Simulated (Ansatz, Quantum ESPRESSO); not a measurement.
# AlBiTe3 (Pm-3m): zone-centre phonons, part 2 of 3

Wanted: the vibrations of AlBiTe3 (Pm-3m) at Γ, by two programs.

Quantum ESPRESSO 8.0 development, patched; DFT LDA, scalar-relativistic, plane waves, PseudoDojo norm-conserving pseudopotentials.

So far. Step 2 (A first look): No gap opens on this mesh, so smearing is kept; the start stands at -3.2 GPa. Step 4 (Ground state): The cell stands at 0.004 GPa, close enough for phonons. The relaxed cell has a = 5.213 Å (conventional setting).

The structure was built from a prototype and need not be the compound's stable phase.

## (5) Linear response at Γ

At q = 0 one unit cell holds all displacements; symmetry groups them into irreducible representations that are solved one by one. With smeared occupations no response to a homogeneous field can be asked.

ph.in

```
phonons
&inputph
   prefix = 'x'
   outdir = './tmp'
   fildyn = 'g.dyn'
   tr2_ph = 1.0d-18
   alpha_mix(1) = 0.4
   nmix_ph = 8
/
0.000000000000 0.000000000000 0.000000000000
```

Launch:

```sh
$ OMP_NUM_THREADS=1 mpirun -n 4 ph.x -nk 4 -in ph.in > ph.out
```

Output:

```text
[banners, grids, parts of the stress and lines that vanish by symmetry left out]
[banner, memory and clock lines left out]
Program PHONON v.8.0dev

     Dynamical matrices for q-points given in input
     (   1q-points):
       N         xq(1)         xq(2)         xq(3)
       1   0.000000000   0.000000000   0.000000000

     ./tmp/x.save/

     IMPORTANT: XC functional enforced from input :
     Exchange-correlation= PW
                           (   1   4   0   0   0   0   0)
     Any further DFT definition will be discarded
     Please, verify this is what you really want

     G-vector sticks info

     Reading collected, re-writing distributed wavefunctions in ./tmp/

     Number and degeneracy of irreps per q-point
       N         xq(1)         xq(2)         xq(3)   N irreps
       1   0.000000000   0.000000000   0.000000000       5
        3   3   3   3   3

     Calculation of q =    0.0000000   0.0000000   0.0000000

     phonons

     bravais-lattice index     =            1
     lattice parameter (alat)  =       9.8508  a.u.
     unit-cell volume          =     955.9028 (a.u.)^3
     number of atoms/cell      =            5
     number of atomic types    =            3
     kinetic-energy cut-off    =      82.0000  Ry
     charge density cut-off    =     328.0000  Ry
     convergence threshold     =      1.0E-18
     beta                      =       0.4000
     number of iterations used =            8
     Exchange-correlation= PW
                           (   1   4   0   0   0   0   0)

     celldm(1)=    9.85079  celldm(2)=    0.00000  celldm(3)=    0.00000
     celldm(4)=    0.00000  celldm(5)=    0.00000  celldm(6)=    0.00000

     crystal axes: (cart. coord. in units of alat)
               a(1) = (  1.0000  0.0000  0.0000 )
               a(2) = (  0.0000  1.0000  0.0000 )
               a(3) = (  0.0000  0.0000  1.0000 )

     reciprocal axes: (cart. coord. in units 2 pi/alat)
               b(1) = (  1.0000  0.0000  0.0000 )
               b(2) = (  0.0000  1.0000  0.0000 )
               b(3) = (  0.0000  0.0000  1.0000 )

     Atoms inside the unit cell:

     Cartesian axes

     site n.  atom      mass           positions (alat units)
        1  Bi    208.9804   tau(    1) = (    0.00000    0.00000    0.00000  )
        2  Al     26.9815   tau(    2) = (    0.50000    0.50000    0.50000  )
        3  Te    127.6000   tau(    3) = (    0.50000    0.50000    0.00000  )
        4  Te    127.6000   tau(    4) = (    0.50000    0.00000    0.50000  )
        5  Te    127.6000   tau(    5) = (    0.00000    0.50000    0.50000  )

     Computing dynamical matrix for
                    q = (   0.0000000   0.0000000   0.0000000 )

     49 Sym.Ops. (with q -> -q+G )

     G cutoff =  806.2256  (  96105 G-vectors)     FFT grid: ( 60, 60, 60)

     number of k points=    20  Marzari-Vanderbilt smearing, width (Ry)=  0.0200
                       cart. coord. in units 2pi/alat
        k(    1) = (   0.0000000   0.0000000   0.0000000), wk =   0.0092593
        k(    2) = (   0.0000000   0.0000000   0.1666667), wk =   0.0555556
        k(    3) = (   0.0000000   0.0000000   0.3333333), wk =   0.0555556
        [... further k-points left out ...]

     PseudoPot. # 1 for Bi read from file:
     ./pseudo/Bi.upf
     Pseudo is Norm-conserving + core correction, Zval = 15.0
     Using radial grid of 1454 points,  6 beta functions with:
                l(1) =   0
                l(2) =   0
                l(3) =   1
                l(4) =   1
                l(5) =   2
                l(6) =   2

     PseudoPot. # 2 for Al read from file:
     ./pseudo/Al.upf
     Pseudo is Norm-conserving + core correction, Zval =  3.0
     Using radial grid of 1854 points,  6 beta functions with:
                l(1) =   0
                l(2) =   0
                l(3) =   1
                l(4) =   1
                l(5) =   2
                l(6) =   2

     PseudoPot. # 3 for Te read from file:
     ./pseudo/Te.upf
     Pseudo is Norm-conserving + core correction, Zval = 16.0
     Using radial grid of 1278 points,  6 beta functions with:
                l(1) =   0
                l(2) =   0
                l(3) =   1
                l(4) =   1
                l(5) =   2
                l(6) =   2

     Mode symmetry, O_h (m-3m)  point group:

     Atomic displacements:
     There are    5 irreducible representations

     Representation     1      3 modes -  To be done

     Representation     2      3 modes -  To be done

     Representation     3      3 modes -  To be done

     Representation     4      3 modes -  To be done

     Representation     5      3 modes -  To be done

     Alpha used in Ewald sum =   2.8000

     Representation #   1 modes #   1   2   3

     Self-consistent Calculation

     The passes end when |ddv_scf|^2 is under  2.6E-20 (on this mesh; tr2_ph alone asks  1.0E-18)
      iter #   1   av.it.:   8.6
      thresh= 1.000E-02 alpha_mix =  0.400 |ddv_scf|^2 =  8.316E-07
      iter #   2   av.it.:  15.6
      thresh= 9.119E-05 alpha_mix =  0.400 |ddv_scf|^2 =  3.976E-08
      iter #   3   av.it.:  16.0
      thresh= 1.994E-05 alpha_mix =  0.400 |ddv_scf|^2 =  1.067E-09
      iter #   4   av.it.:  16.1
      thresh= 3.267E-06 alpha_mix =  0.400 |ddv_scf|^2 =  1.280E-10
      iter #   5   av.it.:  15.6
      thresh= 1.131E-06 alpha_mix =  0.400 |ddv_scf|^2 =  8.703E-12
      iter #   6   av.it.:  15.8
      thresh= 2.950E-07 alpha_mix =  0.400 |ddv_scf|^2 =  4.800E-13
      iter #   7   av.it.:  15.7
      thresh= 6.928E-08 alpha_mix =  0.400 |ddv_scf|^2 =  1.917E-14
      iter #   8   av.it.:  16.6
      thresh= 1.385E-08 alpha_mix =  0.400 |ddv_scf|^2 =  1.486E-16
      iter #   9   av.it.:  15.6
      thresh= 1.219E-09 alpha_mix =  0.400 |ddv_scf|^2 =  3.459E-17
      iter #  10   av.it.:  16.4
      thresh= 5.882E-10 alpha_mix =  0.400 |ddv_scf|^2 =  5.675E-19
      iter #  11   av.it.:  17.3
      thresh= 7.533E-11 alpha_mix =  0.400 |ddv_scf|^2 =  9.616E-21

     End of self-consistent calculation

     Convergence has been achieved

     Representation #   2 modes #   4   5   6

     Self-consistent Calculation

     The passes end when |ddv_scf|^2 is under  2.6E-20 (on this mesh; tr2_ph alone asks  1.0E-18)
      iter #   1   av.it.:   3.8
      thresh= 1.000E-02 alpha_mix =  0.400 |ddv_scf|^2 =  1.130E-08
      iter #   2   av.it.:  14.7
      thresh= 1.063E-05 alpha_mix =  0.400 |ddv_scf|^2 =  7.904E-10
      iter #   3   av.it.:  15.6
      thresh= 2.811E-06 alpha_mix =  0.400 |ddv_scf|^2 =  1.810E-11
[...]
End of self-consistent calculation

     Convergence has been achieved

     Representation #   3 modes #   7   8   9

     Self-consistent Calculation

     The passes end when |ddv_scf|^2 is under  2.6E-20 (on this mesh; tr2_ph alone asks  1.0E-18)
[...]
End of self-consistent calculation

     Convergence has been achieved

     Representation #   4 modes #  10  11  12

     Self-consistent Calculation

     The passes end when |ddv_scf|^2 is under  2.6E-20 (on this mesh; tr2_ph alone asks  1.0E-18)
[...]
End of self-consistent calculation

     Convergence has been achieved

     Representation #   5 modes #  13  14  15

     Self-consistent Calculation

     The passes end when |ddv_scf|^2 is under  2.6E-20 (on this mesh; tr2_ph alone asks  1.0E-18)
[...]
iter #   4   av.it.:  16.1
      thresh= 1.727E-06 alpha_mix =  0.400 |ddv_scf|^2 =  9.672E-13
      iter #   5   av.it.:  15.5
      thresh= 9.835E-08 alpha_mix =  0.400 |ddv_scf|^2 =  1.468E-13
      iter #   6   av.it.:  16.0
      thresh= 3.832E-08 alpha_mix =  0.400 |ddv_scf|^2 =  2.866E-15
      iter #   7   av.it.:  16.9
      thresh= 5.354E-09 alpha_mix =  0.400 |ddv_scf|^2 =  3.954E-17
      iter #   8   av.it.:  16.2
      thresh= 6.288E-10 alpha_mix =  0.400 |ddv_scf|^2 =  3.626E-18
      iter #   9   av.it.:  17.1
      thresh= 1.904E-10 alpha_mix =  0.400 |ddv_scf|^2 =  4.262E-20
      iter #  10   av.it.:  16.2
      thresh= 2.064E-11 alpha_mix =  0.400 |ddv_scf|^2 =  1.014E-22

     End of self-consistent calculation

     Convergence has been achieved

     Number of q in the star =    1
     List of q in the star:
          1   0.000000000   0.000000000   0.000000000

     Diagonalizing the dynamical matrix

     q = (    0.000000000   0.000000000   0.000000000 )

 **************************************************************************
     freq (    1) =      -2.115481 [THz] =     -70.564842 [cm-1]
     freq (    2) =      -2.115481 [THz] =     -70.564842 [cm-1]
     freq (    3) =      -2.115481 [THz] =     -70.564842 [cm-1]
     freq (    4) =      -1.999522 [THz] =     -66.696867 [cm-1]
     freq (    5) =      -1.999522 [THz] =     -66.696867 [cm-1]
     freq (    6) =      -1.999522 [THz] =     -66.696867 [cm-1]
     freq (    7) =       0.034593 [THz] =       1.153911 [cm-1]
     freq (    8) =       0.034593 [THz] =       1.153911 [cm-1]
     freq (    9) =       0.034593 [THz] =       1.153911 [cm-1]
     freq (   10) =       0.712327 [THz] =      23.760687 [cm-1]
     freq (   11) =       0.712327 [THz] =      23.760687 [cm-1]
     freq (   12) =       0.712327 [THz] =      23.760687 [cm-1]
     freq (   13) =       9.272755 [THz] =     309.305813 [cm-1]
     freq (   14) =       9.272755 [THz] =     309.305813 [cm-1]
     freq (   15) =       9.272755 [THz] =     309.305813 [cm-1]
 **************************************************************************

     Mode symmetry, O_h (m-3m)  point group:

     freq (   1-   3) =        -70.6  [cm-1]   --> T_1u G_15  G_4- I
     freq (   4-   6) =        -66.7  [cm-1]   --> T_2u G_25  G_5-
     freq (   7-   9) =          1.2  [cm-1]   --> T_1u G_15  G_4- I
     freq (  10-  12) =         23.8  [cm-1]   --> T_1u G_15  G_4- I
     freq (  13-  15) =        309.3  [cm-1]   --> T_1u G_15  G_4- I
```

Elapsed: 23 min, on 4 MPI ranks of AMD EPYC 9R14 (Zen 4), shared host.

Numbers from this step:

| Property | Result |
| --- | --- |
| largest acoustic frequency at the zone centre before the sum rule | 1.15 cm⁻¹ |
| highest optical zone-centre mode (no LO-TO term) | 309.3 cm⁻¹ |
| lowest optical zone-centre mode | -70.56 cm⁻¹ |

The acoustic modes at Γ come out as far as 1.1 cm⁻¹ from zero, where they should vanish, a small numerical error. The lowest optical mode is imaginary, 71i cm⁻¹, an instability at this level and on this k mesh.

## (6) Modes with the sum rule

A rigid shift of the crystal must cost nothing, but grids and finite bases break this; the acoustic sum rule is imposed before the matrix is diagonalised again.

dynmat.in

```
&input
   fildyn = 'g.dyn'
   asr = 'simple'
   fileig = 'dynmat.eig'
/
```

Launch:

```sh
$ dynmat.x -in dynmat.in > dynmat.out
```

Output:

```text
[banner, memory and clock lines left out]
Program DYNMAT v.8.0dev

     Reading Dynamical Matrix from file g.dyn
     ...Force constants read
     ...epsilon and Z* not read (not found on file)
     A direction for q was not specified:TO-LO splitting will be absent

     Polarizability (A^3 units)
     multiply by 1.000000 for Clausius-Mossotti correction (not under assume_isolated = 'mt')
         0.000000    0.000000    0.000000
         0.000000    0.000000    0.000000
         0.000000    0.000000    0.000000

     IR activities are in (D/A)^2/amu units

# mode   [cm-1]    [THz]      IR
    1    -70.57   -2.1158    0.0000
    2    -70.57   -2.1158    0.0000
    3    -70.57   -2.1158    0.0000
    4    -66.71   -2.0001    0.0000
    5    -66.71   -2.0001    0.0000
    6    -66.71   -2.0001    0.0000
    7     -0.00   -0.0000    0.0000
    8     -0.00   -0.0000    0.0000
    9      0.00    0.0000    0.0000
   10     23.74    0.7117    0.0000
   11     23.74    0.7117    0.0000
   12     23.74    0.7117    0.0000
   13    309.30    9.2727    0.0000
   14    309.30    9.2727    0.0000
   15    309.30    9.2727    0.0000

[end of the log left out, with the tail of the file of modes that dynmat.x writes under the same name]
```

It took 0.63 s on 1 thread.

Read from the output:

- lowest optical zone-centre mode: -70.57 cm⁻¹

Unit eigenvectors of the mass-weighted matrix after the sum rule; no LO-TO term. Modes at Γ, with each element's share of the kinetic energy (negative means imaginary):

```
mode  frequency (cm⁻¹)  Bi %  Al %  Te %
   1             -70.6    50     1    49
   2             -70.6    50     1    49
   3             -70.6    50     1    49
   4             -66.7     0     0   100
   5             -66.7     0     0   100
   6             -66.7     0     0   100
   7               0.0    34     4    62
   8               0.0    34     4    62
   9               0.0    34     4    62
  10              23.7    16    22    62
  11              23.7    16    22    62
  12              23.7    16    22    62
  13             309.3     0    73    27
  14             309.3     0    73    27
  15             309.3     0    73    27
```

Displacements in mode 2 (-70.6 cm⁻¹), the largest set to 1:
```
Bi1  0.00  0.02  1.00
Al2  0.00  0.01  0.38
Te3  0.00 -0.02  0.08
Te4  0.00  0.00 -0.90
Te5  0.00 -0.02 -0.90
```

Displacements in mode 14 (309.3 cm⁻¹), the largest set to 1:
```
Bi1  0.00  0.00  0.00
Al2  0.00  0.00  1.00
Te3  0.00  0.00 -0.28
Te4  0.00  0.00  0.03
Te5  0.00  0.00  0.03
```

The rule moves no optical mode by more than 0.1 cm⁻¹.

## (7) Sum rules set otherwise (asr no)

Without the rule the raw error of the acoustic modes shows.

dynmat.in

```
&input
   fildyn = 'g.dyn'
   asr = 'no'
   fileig = 'dynmat.eig'
/
```

Launch:

```sh
$ dynmat.x -in dynmat.in > dynmat.out
```

Output:

```text
[banner, memory and clock lines left out]
Program DYNMAT v.8.0dev

     Reading Dynamical Matrix from file g.dyn
     ...Force constants read
     ...epsilon and Z* not read (not found on file)
     A direction for q was not specified:TO-LO splitting will be absent

     Polarizability (A^3 units)
     multiply by 1.000000 for Clausius-Mossotti correction (not under assume_isolated = 'mt')
         0.000000    0.000000    0.000000
         0.000000    0.000000    0.000000
         0.000000    0.000000    0.000000

     IR activities are in (D/A)^2/amu units

# mode   [cm-1]    [THz]      IR
    1    -70.56   -2.1155    0.0000
    2    -70.56   -2.1155    0.0000
    3    -70.56   -2.1155    0.0000
    4    -66.70   -1.9995    0.0000
    5    -66.70   -1.9995    0.0000
    6    -66.70   -1.9995    0.0000
    7      1.15    0.0346    0.0000
    8      1.15    0.0346    0.0000
    9      1.15    0.0346    0.0000
   10     23.76    0.7123    0.0000
   11     23.76    0.7123    0.0000
   12     23.76    0.7123    0.0000
   13    309.31    9.2728    0.0000
   14    309.31    9.2728    0.0000
   15    309.31    9.2728    0.0000

[end of the log left out, with the tail of the file of modes that dynmat.x writes under the same name]
```

Wall time 0.61 s (1 thread).

This step gave:

```yaml
lowest_optical_zone_centre_mode: -70.56 cm⁻¹
```

Zone-centre frequencies as printed; negative means imaginary. Modes:

```
mode  frequency (cm⁻¹)
   1            -70.56
   2            -70.56
   3            -70.56
   4             -66.7
   5             -66.7
   6             -66.7
   7              1.15
   8              1.15
   9              1.15
  10             23.76
  11             23.76
  12             23.76
  13             309.3
  14             309.3
  15             309.3
```

Against the first rule no mode moves by more than 1.2 cm⁻¹.

## (8) Sum rules set otherwise: a sum rule for molecules or wires on a crystal

This rule also removes rotations, which suits molecules and not a crystal; it is tried to see the harm.

dynmat.in

```
&input
   fildyn = 'g.dyn'
   asr = 'zero-dim'
   fileig = 'dynmat.eig'
/
```

Launch:

```sh
$ dynmat.x -in dynmat.in > dynmat.out
```

Output:

```text
[banner, memory and clock lines left out]
Program DYNMAT v.8.0dev

     Reading Dynamical Matrix from file g.dyn
     ...Force constants read
     ...epsilon and Z* not read (not found on file)
     Warning: this looks like a crystal, not a molecule in a box: use asr = 'crystal'
     Acoustic Sum Rule: || Z*(ASR) - Z*(orig)|| =    0.000000E+00
     Acoustic Sum Rule: ||dyn(ASR) - dyn(orig)||=    1.143314E-01
     A direction for q was not specified:TO-LO splitting will be absent

     Polarizability (A^3 units)
     multiply by 1.000000 for Clausius-Mossotti correction (not under assume_isolated = 'mt')
         0.000000    0.000000    0.000000
         0.000000    0.000000    0.000000
         0.000000    0.000000    0.000000

     IR activities are in (D/A)^2/amu units

# mode   [cm-1]    [THz]      IR
    1    -74.03   -2.2194    0.0000
    2    -74.03   -2.2194    0.0000
    3    -70.57   -2.1155    0.0000
    4    -60.57   -1.8159    0.0000
    5    -60.57   -1.8159    0.0000
    6     -0.00   -0.0000    0.0000
    7     -0.00   -0.0000    0.0000
    8      0.00    0.0000    0.0000
    9      0.00    0.0000    0.0000
   10      0.00    0.0000    0.0000
   11      0.00    0.0000    0.0000
   12     23.77    0.7126    0.0000
   13    309.31    9.2728    0.0000
   14    320.87    9.6193    0.0000
   15    320.87    9.6193    0.0000

[end of the log left out, with the tail of the file of modes that dynmat.x writes under the same name]
```

It took 0.61 s on 1 thread.

The program raised no error, yet the settings are not those of a careful run.

The fault: a sum rule for molecules or wires on a crystal; 3 optical modes are projected out to zero frequency, as if they were rotations.

For a crystal the rule has to be 'simple' or 'crystal'.

Zone-centre frequencies as printed; negative means imaginary. Modes:

```
mode  frequency (cm⁻¹)
   1            -74.03
   2            -74.03
   3            -70.57
   4            -60.57
   5            -60.57
   6                 0
   7                 0
   8                 0
   9                 0
  10                 0
  11                 0
  12             23.77
  13             309.3
  14             320.9
  15             320.9
```

(Part 2 of 3 ends here.)

[Host names and launcher messages were left out of these logs when they were recorded.]

[Logs are printed without paths, hosts, clocks, repeated set-up lines and the standing remarks that a program may print on its own settings, such as how far it seeks lower states.]

[Hosts, paths, dates, database ids (printed as entryN), source tags and the programs' standing remarks are cut or masked in the printed files.]
